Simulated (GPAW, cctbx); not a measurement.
## Li3AgCl4: what bonding does to one electron reflection, worked out

Li3AgCl4, Pm-3m (no. 221), a = 5.3490 Å, b = 5.3490 Å, c = 5.3490 Å, α = 90.00°, β = 90.00°, γ = 90.00°.

```
atom  mult.    x    y    z
 Ag1      1    0    0    0
 Cl1      3  1/2    0    0
 Cl2      1  1/2  1/2  1/2
 Li1      3    0  1/2  1/2
```

The cell is our own: ordered rocksalt alloy in the eight-atom cube, 1 of 4 Li sites given to Ag.

A DFT run (GPAW, PBE, 600 eV, 4×4×4 k-points, Fermi–Dirac width 0.02 eV) gives the static X-ray structure factor of 111 as 7.460 e for the conventional cell; superposed free atoms give 6.884 e. **Problem.** Find the Fourier component V of the crystal potential and the two-beam extinction distance at 120 kV in both cases.

### 1. Geometry

The cell volume is Ω = 153.04 Å³ and d(111) = 3.0882 Å, so g = 1/d = 0.3238 Å⁻¹.

### 2. The nuclei

Electrons feel nuclei as well as electrons, so the nuclear charges are summed with the same phases.

Phase sums Σ exp(2πi h·x), turned so that the total is real and positive: Ag -1.000, Cl +4.000, Li -3.000. Then F_Z = 47 × (-1.000) + 17 × (+4.000) + 3 × (-3.000) = 12.00 e. The electron term has the same sign for this reflection.

### 3. Mott–Bethe

Poisson's equation, term by term, gives V = (e/4πε₀)(F_Z − F)/(πΩg²), with e/4πε₀ = 14.3996 V Å.

The prefactor is 14.3996 × 3.0882²/(π × 153.04) = 0.28563 V per electron. Free atoms: (12.00 − 6.884) × 0.28563 = 1.461 V. Crystal: (12.00 − 7.460) × 0.28563 = 1.297 V. F changes by +8.37 % and V by -11.3 %: the same 0.58 e is measured against F_Z − F = 5.1 e in place of F = 6.9 e.

### 4. Extinction distance

In the two-beam case ξ = 1/(λU) with U = 2γm₀eV/h², that is ξ = 150.41 V Å²/(γλV).

At 120 kV, λ = 0.03349 Å and γ = 1.2348. Free atoms: ξ = 2489 Å. Crystal: ξ = 2805 Å. The thickness fringes go as sin²(πt/ξ), so the two patterns slip by a quarter of a period when t|1/ξ₁ − 1/ξ₀| = 1/4, at t ≈ 553 nm. Thermal motion, absorption and many-beam coupling, left out here, change a real pattern.

### 5. Answer

V(111) is 1.30 V against 1.46 V, and ξ is 2805 against 2489 Å. Limits: static atoms, two beams.

[Outputs are excerpts: Python notices, other lines and further rows are left out; steps that failed or that the build refused (PBEsol, TPSS) are not shown.]

[Logs are printed without paths, hosts, clocks, repeated set-up lines and the standing remarks that a program may print on its own settings, such as how far it seeks lower states.]
